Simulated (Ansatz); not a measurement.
## How Ni(111) screens a field

Where does the screening charge of Ni(111) sit?

Calculated with Ansatz 0.2.0; plane-wave DFT, PBE, Ansatz PAW.

### 1. Starting point

The cell holds 6 atoms: 6 Ni. Cell: a = 2.489 Å, b = 2.489 Å, c = 28.161 Å, α = 90.0°, β = 90.0°, γ = 60.0°. Vacuum lies along c.

### 2. Atoms held, field 0

A sawtooth potential applies the field, turning back in the middle of the vacuum. With the dipole correction the typed value is the field outside the slab. The induced dipole is small, so the SCF threshold is tight.

Input file input.yaml:

```yaml
crystal:
  lattice:
    - [2.4890158698, 0.0, 0.0]
    - [1.2445079349, 2.1555509736, 0.0]
    - [0.0, 0.0, 28.1613647377]
  atoms:
    - { symbol: Ni, position: [0.3333333333, 0.3333333333, 0.3195867844], spin: 0.7 }
    - { symbol: Ni, position: [0.6666666667, 0.6666666667, 0.3917520706], spin: 0.7 }
    - { symbol: Ni, position: [0.0, 0.0, 0.4639173569], spin: 0.7 }
    - { symbol: Ni, position: [0.3333333333, 0.3333333333, 0.5360826431], spin: 0.7 }
    - { symbol: Ni, position: [0.6666666667, 0.6666666667, 0.6082479294], spin: 0.7 }
    - { symbol: Ni, position: [0.0, 0.0, 0.6804132156], spin: 0.7 }
magnetization:
  spin_polarized: true
kpoints:
  mp_grid: { grid: [24, 24, 1] }
hamiltonian:
  xc: pbe
scf:
  occupations: { method: fermi_dirac, width: 0.1 }
  convergence: { dr2_threshold: 1.0e-10 }
efield:
  axis: 3
  dipole_correction: true
  ramp_position: 0.97
  ramp_width: 0.06
  amplitude: 0
output:
  forces: true
  write_potential: true
  write_density: true
  volumetric_format: npy
```

Started as:

```bash
$ ansatz run input.yaml --threads 4 --pin off --max-ram 6144MiB --backend cpu --events-out ev --progress --plain --runs-dir out
```

Numbers of over 12 decimals in the logs are rounded to 6 here.

The program printed:

```text
Engine: ansatz 0.2.0, aarch64-unknown-linux-gnu
Pseudopotentials: kind: paw
Pseudopotential: Ni, paw, valence charge 18, recommended cutoff 420 eV (normal), Ni.paw.azcp
Functional definition: PBE
  parameter kappa = 0.804
  parameter beta = 0.066725
  exchange = pbe_x(kappa = kappa, mu = beta*pi^2/3)
  correlation = pbe_c(beta = beta)
Crystal: 6 atoms, lattice volume = 151.091 Å³
Basis set: ecut = 420 eV, 2837 PW (Γ), exchange–correlation on 36×36×384 points (8 copies of the dense FFT grid, shifted against one another)
Bands: 68, of which v1, the nominal top of the filled ones, is band 54 counted from 1 (53 counted from 0)
Symmetry: 6 space group operations
k-points: 61 of 576 (time reversal used)
Non-local potential: Ni, projectors of the file, l = 0: 3, l = 1: 2, l = 2: 3, l = 3: 1
PAW form: soft (Blöchl's): semilocal exchange-correlation on the pseudo side does not see the compensation charge
PAW one-centre angular grid: Ni, 590 points (default); XC on 64 Gauss nodes
Initial density: superposition of atomic densities (neutral atoms: chi_scale 0, normalization atom)
Starting moments: Σ|m| = 4.2 μB on 6 of 6 sites
Initial wavefunctions: pseudopotential atomic-orbital guess
Functional: x = pbe(κ = 0.804, μ = 0.219515), c = pbe(β = 0.066725)
SCF iter   1: F=—  HF=-35031.975215 eV  |F-HF|=—  |Δ(HF+E_count)|=         —  Δρ=4.55e-2 (↑1.68e-2 ↓4.55e-2)  dr2=4.30e0  dr2_m=1.05e0  M=4.986 μB ∫|m|=5.279 μB  β_m=1.00  ethr=3.10e-3  p=0.000 e·Å  D=5.65e-13 V/Å  ΔV_dip=-0.00 eV  dr2_dipole=1.13e-7  V_vac-E_F(+/−)=7.26/7.26 eV  ⟨swp⟩=9.5  Hψ=40001  notcnv=0  defer=211
Mixer restart at iter 1: flushing history
efield: sawtooth ramp at fractional position 0.9700 (set: `efield.ramp_position`, or a place that a band, a saddle search or an elastic batch's reference lends), width 0.0600; the density the first Hamiltonian is built on has a dipole p = 0.000 e·Å; the dipole correction subtracts the counter field D = 5.65e-13 V/Å, which shifts the + side's vacuum level by -0.00 eV against the − side's; the planar-averaged density in the ramp window peaks in size at 5.3e-6 e/Å³
preconditioner: auto → LDOS  [metal: Δε(μ)=0.001 eV  Ē_g=7.728 eV  σ=0.100 eV  W_gap=0.00  n_scr=22 (ndim 8)  ℏωp=23.4 eV  f_vac=0.524  D(μ)=10.61/eV (n_scr^D=144)]
spin=Collinear: LDOS preconditioning applied to the charge; magnetization (m = ρ↑ − ρ↓) channel mixes plain (no charge-response kernel on spin).
SCF iter   2: F=—  HF=-35032.351876 eV  |F-HF|=—  |Δ(HF+E_count)|=   3.77e-1  Δρ=1.26e-2 (↑1.04e-2 ↓1.26e-2)  dr2=6.20e-1  dr2_m=1.03e-2  M=4.680 μB ∫|m|=5.197 μB  β_m=0.30  ethr=3.10e-3  p=0.000 e·Å  D=7.98e-6 V/Å  ΔV_dip=-0.00 eV  dr2_dipole=1.43e-7  V_vac-E_F(+/−)=6.43/6.43 eV  ⟨swp⟩=2.7  Hψ=14075  notcnv=0  defer=360
density mixer auto → msr1: a metal under ldos (density of states about μ 3.58 of a free-electron gas's, 22 screened modes)
SCF iter   3: F=—  HF=-35034.318625 eV  |F-HF|=—  |Δ(HF+E_count)|=    1.97e0  Δρ=9.20e-3 (↑5.03e-3 ↓9.20e-3)  dr2=1.77e-1  dr2_m=2.13e-2  M=4.554 μB ∫|m|=5.092 μB  β_m=0.51  ethr=5.74e-4  p=0.000 e·Å  D=4.35e-6 V/Å  ΔV_dip=-0.00 eV  dr2_dipole=1.04e-8  V_vac-E_F(+/−)=6.02/6.02 eV  ⟨swp⟩=2.7  Hψ=13219  notcnv=0  defer=352
SCF iter   4: F=—  HF=-35036.604165 eV  |F-HF|=—  |Δ(HF+E_count)|=    2.29e0  Δρ=1.30e-2 (↑3.70e-3 ↓1.30e-2)  dr2=2.20e-1  dr2_m=4.47e-2  M=4.178 μB ∫|m|=4.751 μB  β_m=0.76  ethr=1.63e-4  p=0.000 e·Å  D=2.81e-6 V/Å  ΔV_dip=-0.00 eV  dr2_dipole=2.62e-8  V_vac-E_F(+/−)=5.46/5.46 eV  ⟨swp⟩=3.0  Hψ=16996  notcnv=0  defer=345
SCF iter   5: F=—  HF=-35037.163812 eV  |F-HF|=—  |Δ(HF+E_count)|=   5.60e-1  Δρ=4.88e-3 (↑2.78e-3 ↓4.88e-3)  dr2=5.64e-2  dr2_m=2.92e-3  M=3.990 μB ∫|m|=4.555 μB  β_m=0.88  ethr=1.63e-4  p=-0.000 e·Å  D=-5.41e-6 V/Å  ΔV_dip=0.00 eV  dr2_dipole=1.09e-8  V_vac-E_F(+/−)=5.20/5.20 eV  ⟨swp⟩=2.9  Hψ=14978  notcnv=0  defer=367
SCF iter   6: F=—  HF=-35037.202343 eV  |F-HF|=—  |Δ(HF+E_count)|=   3.85e-2  Δρ=5.12e-3 (↑3.00e-3 ↓5.12e-3)  dr2=6.33e-2  dr2_m=3.27e-3  M=3.945 μB ∫|m|=4.517 μB  β_m=0.71  ethr=5.22e-5  p=0.000 e·Å  D=1.49e-5 V/Å  ΔV_dip=-0.00 eV  dr2_dipole=4.75e-7  V_vac-E_F(+/−)=5.19/5.19 eV  ⟨swp⟩=2.3  Hψ=16311  notcnv=0  defer=401
SCF iter   7: F=—  HF=-35037.192866 eV  |F-HF|=—  |Δ(HF+E_count)|=   9.48e-3  Δρ=1.15e-3 (↑5.01e-4 ↓1.15e-3)  dr2=2.81e-3  dr2_m=2.14e-4  M=3.936 μB ∫|m|=4.511 μB  β_m=0.60  ethr=5.22e-5  p=-0.000 e·Å  D=-6.89e-6 V/Å  ΔV_dip=0.00 eV  dr2_dipole=1.23e-7  V_vac-E_F(+/−)=5.12/5.12 eV  ⟨swp⟩=2.0  Hψ=13068  notcnv=0  defer=401
SCF iter   8: F=—  HF=-35037.192342 eV  |F-HF|=—  |Δ(HF+E_count)|=   5.24e-4  Δρ=3.91e-4 (↑3.91e-4 ↓3.41e-4)  dr2=2.58e-4  dr2_m=7.64e-5  M=3.926 μB ∫|m|=4.503 μB  β_m=0.77  ethr=2.60e-6  p=0.000 e·Å  D=3.08e-6 V/Å  ΔV_dip=-0.00 eV  dr2_dipole=4.16e-9  V_vac-E_F(+/−)=5.08/5.08 eV  ⟨swp⟩=3.3  Hψ=16399  notcnv=0  defer=401
SCF iter   9: F=—  HF=-35037.192588 eV  |F-HF|=—  |Δ(HF+E_count)|=   2.46e-4  Δρ=2.14e-4 (↑9.73e-5 ↓2.14e-4)  dr2=1.17e-4  dr2_m=1.10e-5  M=3.929 μB ∫|m|=4.507 μB  β_m=0.68  ethr=2.39e-7  p=-0.000 e·Å  D=-4.23e-6 V/Å  ΔV_dip=0.00 eV  dr2_dipole=1.25e-8  V_vac-E_F(+/−)=5.08/5.08 eV  ⟨swp⟩=2.3  Hψ=13457  notcnv=0  defer=401
[...]
SCF iter  12: F=—  HF=-35037.192565 eV  |F-HF|=—  |Δ(HF+E_count)|=   2.01e-7  Δρ=1.40e-5 (↑6.62e-6 ↓1.40e-5)  dr2=4.18e-7  dr2_m=1.13e-7  M=3.929 μB ∫|m|=4.509 μB  β_m=0.68  ethr=2.36e-9  p=0.000 e·Å  D=5.74e-7 V/Å  ΔV_dip=-0.00 eV  dr2_dipole=1.38e-7  V_vac-E_F(+/−)=5.07/5.07 eV  ⟨swp⟩=2.3  Hψ=13197  notcnv=0  defer=401
SCF iter  13: F=—  HF=-35037.192565 eV  |F-HF|=—  |Δ(HF+E_count)|=   2.00e-7  Δρ=1.29e-5 (↑4.17e-6 ↓1.29e-5)  dr2=2.53e-7  dr2_m=3.42e-8  M=3.929 μB ∫|m|=4.510 μB  β_m=0.65  ethr=3.87e-10  p=-0.000 e·Å  D=-1.48e-7 V/Å  ΔV_dip=0.00 eV  dr2_dipole=1.05e-9  V_vac-E_F(+/−)=5.07/5.07 eV  ⟨swp⟩=2.1  Hψ=12118  notcnv=0  defer=401
SCF iter  14: F=—  HF=-35037.192565 eV  |F-HF|=—  |Δ(HF+E_count)|=   6.29e-8  Δρ=4.75e-6 (↑3.02e-6 ↓4.75e-6)  dr2=6.09e-8  dr2_m=3.77e-9  M=3.929 μB ∫|m|=4.510 μB  β_m=0.68  ethr=2.34e-10  p=0.000 e·Å  D=7.69e-7 V/Å  ΔV_dip=-0.00 eV  dr2_dipole=1.30e-9  V_vac-E_F(+/−)=5.07/5.07 eV  ⟨swp⟩=2.5  Hψ=14842  notcnv=0  defer=401
SCF iter  15: F=—  HF=-35037.192565 eV  |F-HF|=—  |Δ(HF+E_count)|=   1.14e-8  Δρ=2.43e-6 (↑1.70e-6 ↓2.43e-6)  dr2=1.53e-8  dr2_m=1.43e-9  M=3.929 μB ∫|m|=4.510 μB  β_m=0.62  ethr=5.64e-11  p=-0.000 e·Å  D=-6.45e-7 V/Å  ΔV_dip=0.00 eV  dr2_dipole=2.63e-9  V_vac-E_F(+/−)=5.07/5.07 eV  ⟨swp⟩=2.1  Hψ=12057  notcnv=0  defer=401
SCF iter  16: F=—  HF=-35037.192565 eV  |F-HF|=—  |Δ(HF+E_count)|=  5.31e-10  Δρ=1.00e-6 (↑9.50e-7 ↓1.00e-6)  dr2=4.41e-9  dr2_m=4.33e-10  M=3.929 μB ∫|m|=4.510 μB  β_m=0.54  ethr=1.42e-11  p=0.000 e·Å  D=3.66e-7 V/Å  ΔV_dip=-0.00 eV  dr2_dipole=5.83e-10  V_vac-E_F(+/−)=5.07/5.07 eV  ⟨swp⟩=2.2  Hψ=13082  notcnv=0  defer=401
SCF iter  17: F=—  HF=-35037.192565 eV  |F-HF|=—  |Δ(HF+E_count)|=  6.40e-10  Δρ=6.88e-7 (↑2.34e-7 ↓6.88e-7)  dr2=7.41e-10  dr2_m=2.16e-10  M=3.929 μB ∫|m|=4.510 μB  β_m=0.66  ethr=4.08e-12  p=0.000 e·Å  D=1.02e-7 V/Å  ΔV_dip=-0.00 eV  dr2_dipole=1.67e-10  V_vac-E_F(+/−)=5.07/5.07 eV  ⟨swp⟩=2.0  Hψ=11766  notcnv=0  defer=401
SCF iter  18: F=—  HF=-35037.192565 eV  |F-HF|=—  |Δ(HF+E_count)|=  8.95e-10  Δρ=3.22e-7 (↑1.96e-7 ↓3.22e-7)  dr2=2.50e-10  dr2_m=3.12e-11  M=3.929 μB ∫|m|=4.510 μB  β_m=0.61  ethr=1.00e-12  p=-0.000 e·Å  D=-4.33e-8 V/Å  ΔV_dip=0.00 eV  dr2_dipole=5.42e-14  V_vac-E_F(+/−)=5.07/5.07 eV  ⟨swp⟩=2.0  Hψ=11596  notcnv=0  defer=401
SCF iter  19: F=—  HF=-35037.192565 eV  |F-HF|=—  |Δ(HF+E_count)|=  9.46e-11  Δρ=1.09e-7 (↑1.09e-7 ↓1.02e-7)  dr2=6.71e-11  dr2_m=8.52e-12  M=3.929 μB ∫|m|=4.510 μB  β_m=0.57  ethr=1.00e-12  p=0.000 e·Å  D=1.25e-8 V/Å  ΔV_dip=-0.00 eV  dr2_dipole=2.00e-11  V_vac-E_F(+/−)=5.07/5.07 eV  ⟨swp⟩=2.1  Hψ=10828  notcnv=0  defer=401
SCF iter  20: F=—  HF=-35037.192565 eV  |F-HF|=—  |Δ(HF+E_count)|=  1.46e-11  Δρ=1.08e-7 (↑5.08e-8 ↓1.08e-7)  dr2=1.09e-10  dr2_m=1.70e-12  M=3.929 μB ∫|m|=4.510 μB  β_m=0.68  ethr=1.00e-12  p=-0.000 e·Å  D=-9.98e-9 V/Å  ΔV_dip=0.00 eV  dr2_dipole=2.36e-11  V_vac-E_F(+/−)=5.07/5.07 eV  ⟨swp⟩=1.0  Hψ=8297  notcnv=0  defer=401
SCF iter  21: F=-35037.192565 eV  HF=-35037.192565 eV  |F-HF|=2.33e-10  |Δ(HF+E_count)|=  2.18e-10  Δρ=8.85e-8 (↑3.35e-8 ↓8.85e-8)  dr2=5.85e-11  dr2_m=1.27e-12  M=3.929 μB ∫|m|=4.510 μB  ethr=1.00e-12  p=-0.000 e·Å  D=-1.17e-8 V/Å  ΔV_dip=0.00 eV  dr2_dipole=2.25e-11  V_vac-E_F(+/−)=5.07/5.07 eV  ⟨swp⟩=14.7  Hψ=49734  notcnv=0
SCF 1 converged in 21 iterations: F = -35037.192565 eV  dr2 = 5.85e-11
  greatest PAW one-centre occupation: 1.001 electrons in one spin orbital (limit 2), on the Ni atom at site 0 (counted from 0), in its partial waves of l = 1
WARN: The output density's exchange-correlation potential varies sharply where the density is thin. Do not read a vacuum level from v_tot or v_xc, or from such a field of the output density. On a cell that repeats whose density bears no net charge and no dipole along the vacuum's axis use v_es (v_loc + v_h of the components); under efield.dipole_correction with no amplitude use v_es + v_field, which holds any externa [...]
SCF converged after 21 iterations
Magnetization: 3.9294 μB (55.9647 up, 52.0353 down)
Absolute magnetization: 4.5142 μB (∫|ρ↑−ρ↓|, with the PAW one-centre terms)
Spin contamination: 0.0556 ħ² per cell (⟨S²⟩ above its minimum at these occupations)
Per-site moments (μB) at R_I (Å): [(0.711881, 1.026719), (0.708517, 1.026719), (0.666147, 1.026719), (0.666147, 1.026719), (0.708517, 1.026719), (0.711881, 1.026719)]
Free energy (F): -35037.192565 eV
Harris-Foulkes:  -35037.192565 eV  (|F-HF|=2.33e-10)
Internal energy: -35036.851485 eV  (E = F + TS)
E sigma→0 (E₀):  -35037.022025 eV
Entropy (-TS):   -0.341080 eV (-56.847 meV/atom)
Fermi energy:    5.024663 eV
Dipole field:    D = -0.000007 V/Å  (p = -0.000006 e·Å, saw-weighted, corrected)
Work function:   Φ+ = 5.0696 eV   Φ− = 5.0694 eV
Levels:          The Fermi level and band energies are counted from a zero that moves with the ramp; work functions are not
--- Per-component energies (eV) ---
  E_band       = -3114.785207
  E_kinetic    = 1689.910063
  E_local      = -322373.686443  (includes V_loc(G=0)·N_el)
  E_nonlocal   = 3818.795682
  E_hartree    = 158780.262325
  E_xc         = -505.711575
  E_vxc        = -651.826206  (∫ρ·V_xc dr)
  E_paw        = -9782.303923  (= ΣΔE_a)
  E_vpaw       = -3158.507146  (= ΣTr[D̂ρ^β])
  E_aug_tail   = 0.003268  (compensation charges beyond the density's cutoff)
  E_efield     = 0.000000  (sawtooth field / dipole correction)
  E_vefield    = 0.000000  (∫n·V_field dr)
  E_ewald      = 133335.879118
  E_smearing   = -0.341080  (= −TS)
  E_closure    = -0.000000  (closes the sum)
  Σ components = -35037.192565   (vs F -35037.192565, Δ=0.00e0)
--- Forces (eV/Å), atoms counted from 1 ---
  atom   1  Ni     0.00000000     0.00000000     0.14544873
  atom   2  Ni    -0.00000000    -0.00000000    -0.13092999
  atom   3  Ni    -0.00000000     0.00000000    -0.02193723
  atom   4  Ni     0.00000000    -0.00000000     0.02193751
  atom   5  Ni     0.00000000     0.00000000     0.13093004
  atom   6  Ni    -0.00000000    -0.00000000    -0.14544810
  max |Σ_I F_I| component: 9.66e-7 eV/Å
--- Band table (eV; the first three rows and the last of 122) ---
  k-point 0 ↑: bands = [... 50 lower, 3.7307, 3.8607, 3.8607, 4.1088, 4.1088, 4.3132, 4.3132, 4.3992, ... 10 higher]
  k-point 1 ↑: bands = [... 50 lower, 3.7584, 3.8668, 3.8940, 4.0881, 4.1098, 4.1523, 4.2846, 4.3137, ... 10 higher]
  k-point 2 ↑: bands = [... 50 lower, 3.7557, 3.8378, 3.8535, 3.8823, 4.0327, 4.1123, 4.3148, 4.4050, ... 10 higher]
  k-point 60 ↓: bands = [... 50 lower, 5.0348, 5.1215, 5.1215, 5.1390, 10.0211, 10.0423, 10.0423, 10.3420, ... 10 higher]
```

Elapsed: 74 s, on 4 threads of Arm Neoverse V2, shared host; peak memory 1.1 GiB; 4.9 min of CPU time.

The column dr2 measures how far the density is from self-consistency, as an energy; F and HF (Harris–Foulkes) agree once it is small.

This step gave:

| Property | Result |
| --- | --- |
| energy at zero smearing | -35037.0220 eV |
| total moment | 3.929 μB |
| site moments | 0.7119, 0.7085, 0.6661, 0.6661, 0.7085, 0.7119 μB |
| work function, upper face | 5.070 eV |
| dipole along the normal | -6.14e-6 e·Å |

Running mean over 2.032 Å of the planar mean; the ramp of the sawtooth is left out. Table of electron's electrostatic potential energy less the Fermi level by z:

| z (Å) | electron's electrostatic potential energy less the Fermi level (eV) |
| --- | --- |
| 4 | 5.07 |
| 5 | 5.07 |
| 6 | 5.02 |
| 7 | 4.38 |
| 8 | -3.19 |
| 9 | -10.1 |
| 10 | -10.3 |
| 11 | -10.4 |
| 12 | -10.4 |
| 13 | -10.4 |
| 14 | -10.4 |
| 15 | -10.4 |
| 16 | -10.4 |
| 17 | -10.4 |
| 18 | -10.3 |
| 19 | -10.2 |
| 20 | -5.15 |
| 21 | 4.01 |
| 22 | 4.99 |
| 23 | 5.06 |
| 24 | 5.07 |
| 25 | 5.07 |

Site moment by atom:

| atom | site moment (μB) |
| --- | --- |
| Ni1 | 0.712 |
| Ni2 | 0.709 |
| Ni3 | 0.666 |
| Ni4 | 0.666 |
| Ni5 | 0.709 |
| Ni6 | 0.712 |

Force by atom:

| atom | x (eV/Å) | y (eV/Å) | z (eV/Å) | size |
| --- | --- | --- | --- | --- |
| Ni1 | 0.000 | 0.000 | 0.145 | 0.145 |
| Ni2 | 0.000 | 0.000 | -0.131 | 0.131 |
| Ni3 | 0.000 | 0.000 | -0.022 | 0.022 |
| Ni4 | 0.000 | 0.000 | 0.022 | 0.022 |
| Ni5 | 0.000 | 0.000 | 0.131 | 0.131 |
| Ni6 | 0.000 | 0.000 | -0.145 | 0.145 |

The work function of the upper face is 5.07 eV.

### 3. Atoms held, field 0.05 V/Å

input.yaml: that of step 2 with these lines changed.

```diff
@@ -26,3 +26,3 @@
   ramp_width: 0.06
-  amplitude: 0
+  amplitude: 0.05
 output:
```

The program printed:

```text
[...]
Crystal: 6 atoms, lattice volume = 151.091 Å³
Basis set: ecut = 420 eV, 2837 PW (Γ), exchange–correlation on 36×36×384 points (8 copies of the dense FFT grid, shifted against one another)
Bands: 68, of which v1, the nominal top of the filled ones, is band 54 counted from 1 (53 counted from 0)
Symmetry: 6 space group operations
[...]
k-point 1 ↑: bands = [... 50 lower, 3.7582, 3.8667, 3.8939, 4.0880, 4.1097, 4.1522, 4.2845, 4.3135, ... 10 higher]
  k-point 2 ↑: bands = [... 50 lower, 3.7555, 3.8375, 3.8536, 3.8821, 4.0326, 4.1121, 4.3147, 4.4049, ... 10 higher]
  k-point 60 ↓: bands = [... 50 lower, 5.0346, 5.1211, 5.1216, 5.1389, 10.0210, 10.0421, 10.0423, 10.3417, ... 10 higher]
[key lines of the parts left out:]
SCF converged after 21 iterations
Magnetization: 3.9294 μB (55.9647 up, 52.0353 down)
Free energy (F): -35037.193061 eV
Fermi energy:    5.024542 eV
Dipole field:    D = 0.023757 V/Å  (p = 0.019837 e·Å, saw-weighted, corrected)
```

Wall time 81 s (4 threads); peak memory 1.1 GiB; 5.3 min of CPU time.

The dipole is 0.0198 e·Å.

### 4. Atoms held, field -0.05 V/Å

input.yaml: that of step 3 with these lines changed.

```diff
@@ -26,3 +26,3 @@
   ramp_width: 0.06
-  amplitude: 0.05
+  amplitude: -0.05
 output:
```

The program printed:

```text
[...]
Crystal: 6 atoms, lattice volume = 151.091 Å³
Basis set: ecut = 420 eV, 2837 PW (Γ), exchange–correlation on 36×36×384 points (8 copies of the dense FFT grid, shifted against one another)
Bands: 68, of which v1, the nominal top of the filled ones, is band 54 counted from 1 (53 counted from 0)
Symmetry: 6 space group operations
[...]
k-point 1 ↑: bands = [... 50 lower, 3.7582, 3.8667, 3.8939, 4.0880, 4.1097, 4.1522, 4.2845, 4.3135, ... 10 higher]
  k-point 2 ↑: bands = [... 50 lower, 3.7555, 3.8375, 3.8536, 3.8821, 4.0326, 4.1121, 4.3147, 4.4049, ... 10 higher]
  k-point 60 ↓: bands = [... 50 lower, 5.0346, 5.1211, 5.1216, 5.1389, 10.0210, 10.0421, 10.0423, 10.3417, ... 10 higher]
[key lines of the parts left out:]
SCF converged after 21 iterations
Magnetization: 3.9294 μB (55.9647 up, 52.0353 down)
Free energy (F): -35037.193061 eV
Fermi energy:    5.024542 eV
Dipole field:    D = -0.023762 V/Å  (p = -0.019841 e·Å, saw-weighted, corrected)
```

Run time: 75 s. Hardware: 4 threads; peak memory 1.1 GiB.

The dipole is -0.0198 e·Å.

### 5. Atoms held, field 0.1 V/Å

input.yaml: that of step 4 with these lines changed.

```diff
@@ -26,3 +26,3 @@
   ramp_width: 0.06
-  amplitude: -0.05
+  amplitude: 0.1
 output:
```

The program printed:

```text
[...]
Crystal: 6 atoms, lattice volume = 151.091 Å³
Basis set: ecut = 420 eV, 2837 PW (Γ), exchange–correlation on 36×36×384 points (8 copies of the dense FFT grid, shifted against one another)
Bands: 68, of which v1, the nominal top of the filled ones, is band 54 counted from 1 (53 counted from 0)
Symmetry: 6 space group operations
[...]
k-point 1 ↑: bands = [... 50 lower, 3.7579, 3.8663, 3.8935, 4.0875, 4.1093, 4.1519, 4.2842, 4.3132, ... 10 higher]
  k-point 2 ↑: bands = [... 50 lower, 3.7552, 3.8366, 3.8537, 3.8818, 4.0322, 4.1118, 4.3144, 4.4045, ... 10 higher]
  k-point 60 ↓: bands = [... 50 lower, 5.0343, 5.1205, 5.1215, 5.1385, 10.0207, 10.0417, 10.0420, 10.3411, ... 10 higher]
[key lines of the parts left out:]
SCF converged after 21 iterations
Magnetization: 3.9294 μB (55.9647 up, 52.0353 down)
Free energy (F): -35037.194549 eV
Fermi energy:    5.024180 eV
Dipole field:    D = 0.047507 V/Å  (p = 0.039668 e·Å, saw-weighted, corrected)
```

Wall time 81 s (4 threads); peak memory 1.1 GiB.

The dipole is 0.0397 e·Å.

### 6. Single point, field -0.1 V/Å

input.yaml: that of step 5 with these lines changed.

```diff
@@ -26,3 +26,3 @@
   ramp_width: 0.06
-  amplitude: 0.1
+  amplitude: -0.1
 output:
```

The program printed:

```text
[...]
Crystal: 6 atoms, lattice volume = 151.091 Å³
Basis set: ecut = 420 eV, 2837 PW (Γ), exchange–correlation on 36×36×384 points (8 copies of the dense FFT grid, shifted against one another)
Bands: 68, of which v1, the nominal top of the filled ones, is band 54 counted from 1 (53 counted from 0)
Symmetry: 6 space group operations
[...]
k-point 1 ↑: bands = [... 50 lower, 3.7579, 3.8663, 3.8935, 4.0875, 4.1093, 4.1519, 4.2842, 4.3132, ... 10 higher]
  k-point 2 ↑: bands = [... 50 lower, 3.7552, 3.8366, 3.8537, 3.8818, 4.0322, 4.1118, 4.3144, 4.4045, ... 10 higher]
  k-point 60 ↓: bands = [... 50 lower, 5.0343, 5.1205, 5.1215, 5.1385, 10.0207, 10.0417, 10.0420, 10.3411, ... 10 higher]
[key lines of the parts left out:]
SCF converged after 21 iterations
Magnetization: 3.9294 μB (55.9647 up, 52.0353 down)
Free energy (F): -35037.194549 eV
Fermi energy:    5.024181 eV
Dipole field:    D = -0.047516 V/Å  (p = -0.039675 e·Å, saw-weighted, corrected)
```

It took 81 s on 4 threads; peak memory 1.1 GiB; 5.3 min of CPU time.

The dipole is -0.0397 e·Å.

(Part 1 of 2 ends here.)

[Logs are printed without paths, hosts, clocks, repeated set-up lines and the standing remarks that a program may print on its own settings, such as how far it seeks lower states.]

[Hosts, paths, dates, database ids (printed as entryN), source tags and the programs' standing remarks are cut or masked in the printed files.]

[Maps of the electrostatic potential energy from Ansatz leave out the sawtooth potential of an applied field or a dipole correction, so their vacuum need not be flat; planar profiles and work functions include it.]
